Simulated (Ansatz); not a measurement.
# Ag3Sb (model cell, started as anti-ReO3 type): phonons and vibrational spectra

Task: relax Ag3Sb (model cell, started as anti-ReO3 type), then find its harmonic phonons.

Method: DFT r2SCAN, scalar-relativistic, plane waves, PAW, in Ansatz 0.2.0.

The structure was built from a prototype and need not be the compound's stable phase.

**1. Set-up**

Symmetry: Pm-3m, No. 221, cubic system. Conventional cell: a = 6.120 Å, b = 6.120 Å, c = 6.120 Å, α = 90.00°, β = 90.00°, γ = 90.00°. Sb has 6 Ag at 3.06 Å nearest. Nearest to Ag lie 2 Sb at 3.06 Å. Farther neighbours are not listed.

**2. Bringing the structure to rest, k-mesh 4×4×4**

Harmonic phonons are second derivatives at a point where the forces vanish, and they are wanted at zero stress, so atoms and cell are relaxed first.

File input.yaml:

```yaml
crystal:
  lattice:
    - [6.12, 0.0, 0.0]
    - [0.0, 6.12, 0.0]
    - [0.0, 0.0, 6.12]
  atoms:
    - { symbol: Sb, position: [0.0, 0.0, 0.0] }
    - { symbol: Ag, position: [0.5, 0.0, 0.0] }
    - { symbol: Ag, position: [0.0, 0.5, 0.0] }
    - { symbol: Ag, position: [0.0, 0.0, 0.5] }
kpoints:
  mp_grid: { grid: [4, 4, 4] }
hamiltonian:
  xc: r2scan
scf:
  occupations: { method: gaussian, width: 0.02 }
output:
  forces: true
  stress: true
  eigenvalues: true
relax:
  adjacent_minimum: "off"
  f_tol: 0.005
  max_steps: 80
  cell: { stress_tol: 0.05 }
```

On the command line:

```sh
$ ansatz run input.yaml --threads 4 --pin off --max-ram 7168MiB --backend cpu --events-out ev --progress --plain --runs-dir out
```

Numbers of over 12 decimals in the logs are rounded to 6 here.

The log of the run:

```text
Engine: ansatz 0.2.0, aarch64-unknown-linux-gnu
Pseudopotentials: kind: paw
Pseudopotential: Sb, paw, valence charge 15, recommended cutoff 500 eV (meta_gga), Sb.paw.azcp
Pseudopotential: Ag, paw, valence charge 19, recommended cutoff 500 eV (meta_gga), Ag.paw.azcp
Functional definition: r2SCAN
  parameter k0 = 0.174
  parameter k1 = 0.065
  parameter a1 = 4.9479
  exchange = r2scan_x(k0 = k0, k1 = k1, a1 = a1)
  correlation = r2scan_c
Crystal: 4 atoms, lattice volume = 229.221 Å³
Basis set: ecut = 500 eV, 5743 PW (Γ), exchange–correlation on 180×180×180 points (64 copies of the dense FFT grid, shifted against one another)
Bands: 44, of which v1, the nominal top of the filled ones, is band 36 counted from 1 (35 counted from 0)
Symmetry: 48 space group operations
Space group: Pm-3m (ITA 221), of the structure as read, at distance tolerance 6.1e-5 Å
k-points: 10 of 64
Non-local potential: Sb, projectors of the file, l = 0: 2, l = 1: 2, l = 2: 2, l = 3: 2
Non-local potential: Ag, projectors of the file, l = 0: 3, l = 1: 2, l = 2: 2, l = 3: 1
PAW form: soft (Blöchl's): semilocal exchange-correlation on the pseudo side does not see the compensation charge
PAW frozen core: Sb, regenerated for the run's functional (the file was generated under x = pbe(κ = 0.804, μ = 0.219515), c = pbe(β = 0.066725))
PAW frozen core: Ag, regenerated for the run's functional (the file was generated under x = pbe(κ = 0.804, μ = 0.219515), c = pbe(β = 0.066725))
PAW one-centre angular grid: Sb, 590 points (default); XC on 160 Gauss nodes
PAW one-centre angular grid: Ag, 590 points (default); XC on 160 Gauss nodes
Initial density: superposition of atomic densities (neutral atoms: chi_scale 0, normalization atom), corrected by the library's trained network
Initial wavefunctions: pseudopotential atomic-orbital guess
Functional: x = r2scan, c = r2scan; τ floored in thin density (d = 2e-4 eV/Å³)
SCF iter   1: F=—  HF=-29307.244822 eV  |F-HF|=—  |Δ(HF+E_count)|=         —  Δρ=5.90e-3  dr2=1.18e-1  dr2_τ=1.04e-2  ethr=1.77e-3  ⟨swp⟩=8.1  Hψ=1788  notcnv=0
preconditioner: auto → Resta (q_TF=auto, 2.249 Å⁻¹)  ε∞=5.2  [insulator: Δε(μ)=0.852 eV  Ē_g=7.368 eV  σ=0.020 eV  W_gap=1.00  n_scr=32 (ndim 8)  ℏωp=15.1 eV  f_vac=0.415  D(μ)=0.00/eV (n_scr^D=0)  ε∞_Penn≈5.2  vacuum switching on, ρ_ref=3.9e-3 e/Å³]
SCF iter   2: F=—  HF=-29307.235037 eV  |F-HF|=—  |Δ(HF+E_count)|=   9.79e-3  Δρ=2.90e-3  dr2=2.37e-2  dr2_τ=1.64e-3  ethr=1.63e-4  ⟨swp⟩=2.7  Hψ=781  notcnv=0  defer=23
SCF iter   3: F=—  HF=-29307.236356 eV  |F-HF|=—  |Δ(HF+E_count)|=   1.32e-3  Δρ=9.56e-4  dr2=3.93e-3  dr2_τ=9.03e-5  ethr=3.29e-5  ⟨swp⟩=3.4  Hψ=657  notcnv=0  defer=23
SCF iter   4: F=—  HF=-29307.236268 eV  |F-HF|=—  |Δ(HF+E_count)|=   8.81e-5  Δρ=2.44e-4  dr2=2.67e-4  dr2_τ=5.35e-6  ethr=5.45e-6  ⟨swp⟩=2.6  Hψ=673  notcnv=0  defer=23
SCF iter   5: F=—  HF=-29307.236432 eV  |F-HF|=—  |Δ(HF+E_count)|=   1.64e-4  Δρ=1.14e-4  dr2=4.37e-5  dr2_τ=1.56e-6  ethr=3.70e-7  ⟨swp⟩=2.0  Hψ=635  notcnv=0  defer=23
SCF iter   6: F=—  HF=-29307.236392 eV  |F-HF|=—  |Δ(HF+E_count)|=   4.05e-5  Δρ=3.37e-5  dr2=4.21e-6  dr2_τ=7.92e-8  ethr=6.07e-8  ⟨swp⟩=2.0  Hψ=680  notcnv=0  defer=23
SCF iter   7: F=—  HF=-29307.236397 eV  |F-HF|=—  |Δ(HF+E_count)|=   5.45e-6  Δρ=6.62e-6  dr2=1.90e-7  dr2_τ=8.14e-9  ethr=5.85e-9  ⟨swp⟩=2.0  Hψ=607  notcnv=0  defer=23
SCF iter   8: F=-29307.236398 eV  HF=-29307.236398 eV  |F-HF|=2.66e-8  |Δ(HF+E_count)|=   4.24e-7  Δρ=2.94e-6  dr2=3.80e-8  dr2_τ=5.31e-10  ethr=1.39e-10  ⟨swp⟩=11.9  Hψ=1948  notcnv=0
SCF 1 converged in 8 iterations: F = -29307.236398 eV  dr2 = 3.80e-8
  greatest PAW one-centre occupation: 1.002 electrons in one spin orbital (limit 2), on the Ag atom at site 3 (counted from 0), in its partial waves of l = 1
relax step   1: F+E_penalty+E_count = -29307.23639768 eV  Δ(F+E_penalty+E_count) = +0.000e0 eV  max|allowed force component| = 1.727e-28 eV/Å  Δτ_max = 0.0000 Å  P = -4.849 GPa  Ω = 229.221 Å³  (8 SCF iters, dr2 threshold 1.00e-7 eV, accepted)
Crystal: 4 atoms, lattice volume = 197.305 Å³
Basis set: ecut = 500 eV, 4945 PW (Γ), exchange–correlation on 180×180×180 points (64 copies of the dense FFT grid, shifted against one another)
Initial density: handed on by an earlier stage of this run
Initial wavefunctions: those handed on with the density
iter 1 solved again at ethr=4.14e-5 eV; its pass at ethr=3.10e-3 eV (dr2=2.98e-2 eV) is discarded
SCF iter   1: F=—  HF=-29305.973601 eV  |F-HF|=—  |Δ(HF+E_count)|=         —  Δρ=4.36e-3  dr2=3.04e-2  dr2_τ=1.58e0  ethr=4.14e-5  ⟨swp⟩=2.6  Hψ=2485  notcnv=0
preconditioner: auto → Resta (q_TF=auto, 2.306 Å⁻¹)  ε∞=5.4  [insulator: Δε(μ)=0.937 eV  Ē_g=7.746 eV  σ=0.020 eV  W_gap=1.00  n_scr=32 (ndim 8)  ℏωp=16.3 eV  f_vac=0.395  D(μ)=0.00/eV (n_scr^D=0)  ε∞_Penn≈5.4]
SCF iter   2: F=—  HF=-29308.200466 eV  |F-HF|=—  |Δ(HF+E_count)|=    2.23e0  Δρ=1.40e-3  dr2=7.02e-3  dr2_τ=3.39e-4  ethr=4.14e-5  ⟨swp⟩=5.0  Hψ=1262  notcnv=0
SCF iter   3: F=—  HF=-29308.200882 eV  |F-HF|=—  |Δ(HF+E_count)|=   4.16e-4  Δρ=8.88e-4  dr2=2.54e-3  dr2_τ=4.81e-5  ethr=9.74e-6  ⟨swp⟩=2.0  Hψ=607  notcnv=0  defer=17
SCF iter   4: F=—  HF=-29308.201010 eV  |F-HF|=—  |Δ(HF+E_count)|=   1.28e-4  Δρ=1.87e-4  dr2=1.67e-4  dr2_τ=3.11e-6  ethr=3.53e-6  ⟨swp⟩=2.1  Hψ=665  notcnv=0  defer=21
SCF iter   5: F=—  HF=-29308.201027 eV  |F-HF|=—  |Δ(HF+E_count)|=   1.66e-5  Δρ=7.44e-5  dr2=2.55e-5  dr2_τ=4.89e-7  ethr=2.31e-7  ⟨swp⟩=2.1  Hψ=609  notcnv=0  defer=21
SCF iter   6: F=—  HF=-29308.201049 eV  |F-HF|=—  |Δ(HF+E_count)|=   2.20e-5  Δρ=4.07e-5  dr2=4.82e-6  dr2_τ=8.47e-8  ethr=3.54e-8  ⟨swp⟩=2.0  Hψ=658  notcnv=0  defer=21
SCF iter   7: F=—  HF=-29308.201060 eV  |F-HF|=—  |Δ(HF+E_count)|=   1.11e-5  Δρ=1.13e-5  dr2=5.45e-7  dr2_τ=1.25e-8  ethr=6.70e-9  ⟨swp⟩=2.0  Hψ=608  notcnv=0  defer=21
SCF iter   8: F=-29308.201062 eV  HF=-29308.201062 eV  |F-HF|=2.54e-7  |Δ(HF+E_count)|=   2.39e-6  Δρ=3.87e-6  dr2=4.49e-8  dr2_τ=3.65e-10  ethr=5.56e-10  ⟨swp⟩=9.5  Hψ=1927  notcnv=0
SCF 2 converged in 8 iterations: F = -29308.201062 eV  dr2 = 4.49e-8
relax step   2: F+E_penalty+E_count = -29308.20106240 eV  Δ(F+E_penalty+E_count) = -9.647e-1 eV  max|allowed force component| = 3.469e-29 eV/Å  Δτ_max = 0.0000 Å  P = -4.656 GPa  Ω = 197.305 Å³  energy of the carried Pulay correction = +4.401e-3 eV  (8 SCF iters, dr2 threshold 4.00e-7 eV, accepted)
Crystal: 4 atoms, lattice volume = 168.498 Å³
Basis set: ecut = 500 eV, 4337 PW (Γ), exchange–correlation on 180×180×180 points (64 copies of the dense FFT grid, shifted against one another)
iter 1 solved again at ethr=7.61e-5 eV; its pass at ethr=3.10e-3 eV (dr2=5.48e-2 eV) is discarded
SCF iter   1: F=—  HF=-29306.732756 eV  |F-HF|=—  |Δ(HF+E_count)|=         —  Δρ=5.95e-3  dr2=5.56e-2  dr2_τ=1.75e0  ethr=7.61e-5  ⟨swp⟩=2.1  Hψ=2455  notcnv=0
preconditioner: auto → Resta (q_TF=auto, 2.368 Å⁻¹)  ε∞=5.5  [insulator: Δε(μ)=1.387 eV  Ē_g=8.284 eV  σ=0.020 eV  W_gap=1.00  n_scr=32 (ndim 8)  ℏωp=17.6 eV  f_vac=0.358  D(μ)=0.00/eV (n_scr^D=0)  ε∞_Penn≈5.5]
SCF iter   2: F=—  HF=-29308.940224 eV  |F-HF|=—  |Δ(HF+E_count)|=    2.21e0  Δρ=1.71e-3  dr2=7.38e-3  dr2_τ=3.66e-4  ethr=7.61e-5  ⟨swp⟩=4.5  Hψ=1066  notcnv=0
SCF iter   3: F=—  HF=-29308.940558 eV  |F-HF|=—  |Δ(HF+E_count)|=   3.35e-4  Δρ=1.05e-3  dr2=2.42e-3  dr2_τ=7.68e-5  ethr=1.02e-5  ⟨swp⟩=2.0  Hψ=735  notcnv=0  defer=24
SCF iter   4: F=—  HF=-29308.940733 eV  |F-HF|=—  |Δ(HF+E_count)|=   1.75e-4  Δρ=1.86e-4  dr2=1.44e-4  dr2_τ=2.85e-6  ethr=3.36e-6  ⟨swp⟩=2.0  Hψ=634  notcnv=0  defer=24
SCF iter   5: F=—  HF=-29308.940746 eV  |F-HF|=—  |Δ(HF+E_count)|=   1.25e-5  Δρ=7.84e-5  dr2=2.51e-5  dr2_τ=3.14e-7  ethr=2.00e-7  ⟨swp⟩=2.0  Hψ=605  notcnv=0  defer=24
SCF iter   6: F=—  HF=-29308.940761 eV  |F-HF|=—  |Δ(HF+E_count)|=   1.56e-5  Δρ=3.47e-5  dr2=4.00e-6  dr2_τ=7.19e-8  ethr=3.49e-8  ⟨swp⟩=2.0  Hψ=647  notcnv=0  defer=24
SCF iter   7: F=-29308.940771 eV  HF=-29308.940769 eV  |F-HF|=1.58e-6  |Δ(HF+E_count)|=   7.73e-6  Δρ=1.13e-5  dr2=3.97e-7  dr2_τ=8.80e-9  ethr=5.56e-10  ⟨swp⟩=8.1  Hψ=2216  notcnv=0
SCF 3 converged in 7 iterations: F = -29308.940771 eV  dr2 = 3.97e-7
  greatest PAW one-centre occupation: 1.001 electrons in one spin orbital (limit 2), on the Ag atom at site 2 (counted from 0), in its partial waves of l = 1
relax step   3: F+E_penalty+E_count = -29308.94077063 eV  Δ(F+E_penalty+E_count) = -7.397e-1 eV  max|allowed force component| = 6.340e-29 eV/Å  Δτ_max = 0.0000 Å  P = -3.183 GPa  Ω = 168.498 Å³  energy of the carried Pulay correction = +8.983e-3 eV  (7 SCF iters, dr2 threshold 4.00e-7 eV, accepted)
[...]
relax step   4: F+E_penalty+E_count = -29309.16846303 eV  Δ(F+E_penalty+E_count) = -2.277e-1 eV  max|allowed force component| = 1.103e-29 eV/Å  Δτ_max = 0.0000 Å  P = +1.188 GPa  Ω = 142.642 Å³  energy of the carried Pulay correction = +1.370e-2 eV  (7 SCF iters, dr2 threshold 4.00e-7 eV, accepted)
[...]
relax step   5: F+E_penalty+E_count = -29309.18286752 eV  Δ(F+E_penalty+E_count) = -1.440e-2 eV  max|allowed force component| = 1.361e-29 eV/Å  Δτ_max = 0.0000 Å  P = -0.320 GPa  Ω = 148.850 Å³  energy of the carried Pulay correction = +1.251e-2 eV  (7 SCF iters, dr2 threshold 4.00e-7 eV, accepted)
[...]
relax step   6: F+E_penalty+E_count = -29309.18458303 eV  Δ(F+E_penalty+E_count) = -1.716e-3 eV  max|allowed force component| = 5.765e-29 eV/Å  Δτ_max = 0.0000 Å  P = -0.021 GPa  Ω = 147.490 Å³  energy of the carried Pulay correction = +1.277e-2 eV  (6 SCF iters, dr2 threshold 2.55e-7 eV, accepted)
Basis set: ecut = 500 eV, 3743 PW (Γ), exchange–correlation on 160×160×160 points (64 copies of the dense FFT grid, shifted against one another)
Initial wavefunctions: pseudopotential atomic-orbital guess (no wavefunctions were taken with the density)
iter 1 solved again at ethr=1.65e-7 eV; its pass at ethr=3.10e-3 eV (dr2=1.18e-4 eV) is discarded
SCF iter   1: F=—  HF=-29309.180652 eV  |F-HF|=—  |Δ(HF+E_count)|=         —  Δρ=3.65e-4  dr2=2.26e-5  dr2_τ=2.76e-4  ethr=1.65e-7  ⟨swp⟩=3.6  Hψ=3064  notcnv=0
preconditioner: auto → Resta (q_TF=auto, 2.421 Å⁻¹)  ε∞=5.6  [insulator: Δε(μ)=1.692 eV  Ē_g=8.803 eV  σ=0.020 eV  W_gap=1.00  n_scr=32 (ndim 8)  ℏωp=18.8 eV  f_vac=0.324  D(μ)=0.00/eV (n_scr^D=0)  ε∞_Penn≈5.6]
SCF iter   2: F=—  HF=-29309.180670 eV  |F-HF|=—  |Δ(HF+E_count)|=   1.76e-5  Δρ=1.87e-4  dr2=5.85e-6  dr2_τ=3.33e-6  ethr=3.13e-8  ⟨swp⟩=1.2  Hψ=512  notcnv=0
SCF iter   3: F=—  HF=-29309.180700 eV  |F-HF|=—  |Δ(HF+E_count)|=   3.05e-5  Δρ=1.05e-5  dr2=8.98e-8  dr2_τ=2.67e-8  ethr=8.13e-9  ⟨swp⟩=2.6  Hψ=749  notcnv=0
SCF iter   4: F=—  HF=-29309.180701 eV  |F-HF|=—  |Δ(HF+E_count)|=   2.03e-8  Δρ=2.56e-6  dr2=5.54e-9  dr2_τ=1.42e-9  ethr=1.25e-10  ⟨swp⟩=2.0  Hψ=680  notcnv=0
SCF iter   5: F=—  HF=-29309.180701 eV  |F-HF|=—  |Δ(HF+E_count)|=   3.79e-9  Δρ=1.13e-6  dr2=1.77e-9  dr2_τ=2.97e-10  ethr=7.70e-12  ⟨swp⟩=2.0  Hψ=800  notcnv=0
SCF iter   6: F=—  HF=-29309.180701 eV  |F-HF|=—  |Δ(HF+E_count)|=   1.06e-9  Δρ=3.15e-7  dr2=3.58e-10  dr2_τ=3.77e-12  ethr=2.46e-12  ⟨swp⟩=2.5  Hψ=688  notcnv=0
SCF iter   7: F=-29309.180701 eV  HF=-29309.180701 eV  |F-HF|=5.46e-11  |Δ(HF+E_count)|=  4.91e-10  Δρ=1.21e-7  dr2=3.41e-11  dr2_τ=1.45e-12  ethr=1.00e-12  ⟨swp⟩=4.1  Hψ=1721  notcnv=0
SCF 7 converged in 7 iterations: F = -29309.180701 eV  dr2 = 3.41e-11
relax step   7: F+E_penalty+E_count = -29309.18070051 eV  Δ(F+E_penalty+E_count) = +3.883e-3 eV  max|allowed force component| = 4.391e-29 eV/Å  Δτ_max = 0.0000 Å  P = -0.047 GPa  Ω = 147.490 Å³  stress off target by 4.72e-2 GPa  SCF on the basis re-selected at this cell (its energy is not comparable with the rows above)  (7 SCF iters)
basis re-selected at this cell: Δ(F+E_penalty+E_count) = +3.883e-3 eV, ΔP = -0.026 GPa vs the last step (what re-selecting the basis moved, of the pressure what is left beyond the Pulay correction that the steps carried, after the strain that the cell walked since its last selection, with what the two solves' SCF thresholds leave and, on support functions, any second-order correction that the steps lacked; it is no measure of the basis error at this ecutwfc). The dense FFT grid was sized anew with the basis: this SCF ran on 40×40×40 points, the steps before it on 45×45×45, so part of this shift can come from that change (see relax.cell in the input reference). [rest of the remark cut]
SCF converged after 7 iterations
Free energy (F): -29309.180701 eV
Harris-Foulkes:  -29309.180701 eV  (|F-HF|=5.46e-11)
Internal energy: -29309.180701 eV  (E = F + TS)
E sigma→0 (E₀):  -29309.180701 eV
Fermi energy:    6.230007 eV
--- Per-component energies (eV) ---
  E_band       = -1616.513398
  E_kinetic    = 1791.355552
  E_local      = -13958.454426  (includes V_loc(G=0)·N_el)
  E_nonlocal   = 613.289701
  E_hartree    = 6280.430163
  E_xc         = -657.930760
  E_vxc        = -886.588623  (∫ρ·V_xc dr)
  E_paw        = -16376.680922  (= ΣΔE_a)
  E_vpaw       = -1801.680623  (= ΣTr[D̂ρ^β])
  E_aug_tail   = 0.000174  (compensation charges beyond the density's cutoff)
  E_vtau       = 64.705148  (kinetic-family band-sum trace: ∫τ·v_τ [+ j·A + Jᵃ·Aᵃ] dr)
  E_ewald      = -7000.168287
  E_core_change = -1.021895  (= ΣΔE_core)
  E_smearing   = -0.000000  (= −TS)
  E_closure    = 0.000000  (closes the sum)
  Σ components = -29309.180701   (vs F -29309.180701, Δ=0.00e0)
--- Forces (eV/Å), atoms counted from 1 ---
  atom   1  Sb    -0.00000000     0.00000000    -0.00000000
  atom   2  Ag    -0.00000000     0.00000000    -0.00000000
  atom   3  Ag    -0.00000000    -0.00000000     0.00000000
  atom   4  Ag     0.00000000    -0.00000000    -0.00000000
  max |Σ_I F_I| component: 7.78e-29 eV/Å
--- Stress (GPa, compression-positive) ---
       -0.047158       0.000000       0.000000
        0.000000      -0.047158      -0.000000
        0.000000      -0.000000      -0.047158
  P = ⅓ Tr σ = -0.0472 GPa (-0.472 kbar)
--- Band table (eV; the first three rows and the last of 10) ---
  k-point 0: bands = [... 32 lower, 2.1545, 3.8780, 3.8780, 3.8780, 7.2286, 7.4905, 7.4905, 11.7430, ... 4 higher]
  k-point 1: bands = [... 32 lower, 2.1029, 3.3087, 4.2971, 4.2971, 7.3141, 7.6087, 9.3025, 11.0268, ... 4 higher]
  k-point 2: bands = [... 32 lower, 2.1614, 3.0224, 4.6923, 4.6923, 7.2954, 7.7554, 9.9865, 10.4853, ... 4 higher]
  k-point 9: bands = [... 32 lower, 2.0771, 4.5149, 4.5149, 4.5149, 7.4495, 7.4495, 7.4495, 10.8888, ... 4 higher]
--- Relaxed structure (6 steps of the walk, 6 accepted, 1 SCFs on fresh bases) ---
  F+E_penalty+E_count = -29309.18070051 eV   max|allowed force component| = 4.391e-29 eV/Å   (the final SCF, on the basis selected at the relaxed cell)
  cell:  # Å, volume = 147.4896 Å³
    - [5.283484, 0, 0]
    - [0, 5.283484, 0.0]
    - [0, 0.0, 5.283484]
  atoms:
    - { symbol: Sb, position: [0, 0, 0] }
    - { symbol: Ag, position: [0.500000, 0, 0] }
    - { symbol: Ag, position: [0, 0.500000, 0] }
    - { symbol: Ag, position: [0, 0, 0.500000] }
```

Elapsed: 20 s, on 4 threads of Arm Neoverse V2, shared host; peak memory 0.95 GiB.

Relaxation path:

```csv
step,energy less that of the first step (eV),largest force component (eV/Å),pressure (GPa),volume (Å³)
1,0.0000,0.0000,-4.85,229.22
2,-0.9647,0.0000,-4.66,197.31
3,-1.7044,0.0000,-3.18,168.50
4,-1.9321,0.0000,1.19,142.64
5,-1.9465,0.0000,-0.32,148.85
6,-1.9482,0.0000,-0.02,147.49
7*,-1.9443,0.0000,-0.05,147.49
```

Relaxation steps marked * repeat the geometry before them on a plane-wave basis chosen anew for their cell, so energy and pressure can jump there.

The run keeps the 48 symmetry operations that it works with, so distortions that break them were not tested.

```csv
cell as run,before,after,change
a (Å),6.120,5.283,-13.7 %
b (Å),6.120,5.283,-13.7 %
c (Å),6.120,5.283,-13.7 %
volume (Å³/atom),57.31,36.87,-35.7 %
```

This step gave:

- pressure: -0.04716 GPa
- gap on the k-mesh: 1.692 eV
- volume per atom: 36.87 Å³
- direct gap on mesh: 1.692 eV

In this step the volume went from 57.31 to 36.87 Å³/atom.

**3. Relaxation, k-mesh 6×6×6**

The relaxation is repeated from its end, on the mesh and smearing that suit the cell and gap now reached.

input.yaml, the sections that differ from step 2:

```yaml
crystal:
  lattice:
    - [5.2834844781, 0.0, 0.0]
    - [0.0, 5.2834844781, 0.0]
    - [0.0, 0.0, 5.2834844781]
  atoms:
    - { symbol: Sb, position: [0.0, 0.0, 0.0] }
    - { symbol: Ag, position: [0.5, 0.0, 0.0] }
    - { symbol: Ag, position: [0.0, 0.5, 0.0] }
    - { symbol: Ag, position: [0.0, 0.0, 0.5] }
kpoints:
  mp_grid: { grid: [6, 6, 6] }
# hamiltonian, scf, output, relax: as in step 2
```

The log of the run:

```text
[...]
Crystal: 4 atoms, lattice volume = 147.490 Å³
Basis set: ecut = 500 eV, 3743 PW (Γ), exchange–correlation on 160×160×160 points (64 copies of the dense FFT grid, shifted against one another)
Bands: 44, of which v1, the nominal top of the filled ones, is band 36 counted from 1 (35 counted from 0)
Symmetry: 48 space group operations
[...]
k-points: 20 of 216
[...]
k-point 19: bands = [... 32 lower, 2.0984, 4.5328, 4.5328, 4.5328, 7.4693, 7.4693, 7.4693, 10.9216, ... 4 higher]
--- Relaxed structure (2 steps of the walk, 2 accepted, 1 SCFs on fresh bases) ---
[...]
cell:  # Å, volume = 147.1619 Å³
    - [5.279569, 0, 0]
    - [0, 5.279569, 0.0]
    - [0, 0.0, 5.279569]
  atoms:
    - { symbol: Sb, position: [0, 0, 0] }
    - { symbol: Ag, position: [0.5, 0, 0] }
    - { symbol: Ag, position: [0, 0.5, 0] }
    - { symbol: Ag, position: [0, 0, 0.5] }
[key lines of the parts left out:]
SCF converged after 5 iterations
Free energy (F): -29309.214252 eV
Fermi energy:    6.242726 eV
P = ⅓ Tr σ = 0.0113 GPa (0.113 kbar)
```

Elapsed: 11 s, on 4 threads; peak memory 0.77 GiB.

Little changed from the start: no atom moved by 0.005 Å and no cell edge by 0.1 %.

This step gave:

| Item | Value |
| --- | --- |
| pressure | 0.01130 GPa |
| gap on the k-mesh | 1.708 eV |
| volume per atom | 36.79 Å³ |
| direct gap on mesh | 1.708 eV |

In this step the volume went from 36.87 to 36.79 Å³/atom.

**4. Relaxing to small forces for the phonons**

Phonons need a cell at rest on their own settings, so the relaxation is repeated with tight tolerances on forces and stress on the k mesh and occupations of the first response run.

input.yaml, the sections that differ from step 3:

```yaml
crystal:
  lattice:
    - [5.2795688483, 0.0, 0.0]
    - [0.0, 5.2795688483, 0.0]
    - [0.0, 0.0, 5.2795688483]
  atoms:
    - { symbol: Sb, position: [0.0, 0.0, 0.0] }
    - { symbol: Ag, position: [0.5, 0.0, 0.0] }
    - { symbol: Ag, position: [0.0, 0.5, 0.0] }
    - { symbol: Ag, position: [0.0, 0.0, 0.5] }
scf:
  occupations: { method: fixed }
relax:
  adjacent_minimum: "off"
  f_tol: 0.001
  max_steps: 60
  cell: { stress_tol: 0.01 }
# kpoints, hamiltonian, output: as in step 3
```

The log of the run:

```text
[...]
Crystal: 4 atoms, lattice volume = 147.162 Å³
Basis set: ecut = 500 eV, 3743 PW (Γ), exchange–correlation on 160×160×160 points (64 copies of the dense FFT grid, shifted against one another)
Bands: 44, of which v1, the nominal top of the filled ones, is band 36 counted from 1 (35 counted from 0)
Symmetry: 48 space group operations
[...]
k-points: 20 of 216
[...]
k-point 19: bands = [... 32 lower, 2.0946, 4.5283, 4.5283, 4.5283, 7.4658, 7.4658, 7.4658, 10.9172, ... 4 higher]
--- Relaxed structure (2 steps of the walk, 2 accepted, 1 SCFs on fresh bases) ---
[...]
cell:  # Å, volume = 147.2214 Å³
    - [5.280280, 0, 0]
    - [0, 5.280280, 0]
    - [0, 0, 5.280280]
  atoms:
    - { symbol: Sb, position: [0, 0, 0] }
    - { symbol: Ag, position: [0.5, 0, 0] }
    - { symbol: Ag, position: [0, 0.5, 0] }
    - { symbol: Ag, position: [0, 0, 0.5] }
[key lines of the parts left out:]
SCF converged after 6 iterations
Free energy (F): -29309.214249 eV
Fermi energy:    5.384173 eV
P = ⅓ Tr σ = -0.0022 GPa (-0.022 kbar)
```

Elapsed: 11 s, on 4 threads; peak memory 0.78 GiB.

Little changed from the start: no atom moved by 0.005 Å and no cell edge by 0.1 %.

Numbers from this step:

```
pressure           : -0.002208 GPa
gap on the k-mesh  : 1.709 eV
volume per atom    : 36.81 Å³
direct gap on mesh : 1.709 eV
```

The forces vanish by symmetry and the pressure is -0.002 GPa, within the tolerances set. The cell now holds 36.81 Å³/atom.

(Continued in part 2 of 2.)

[Logs are printed without paths, hosts, clocks, repeated set-up lines and the standing remarks that a program may print on its own settings, such as how far it seeks lower states.]

[Hosts, paths, dates, database ids (printed as entryN), source tags and the programs' standing remarks are cut or masked in the printed files.]
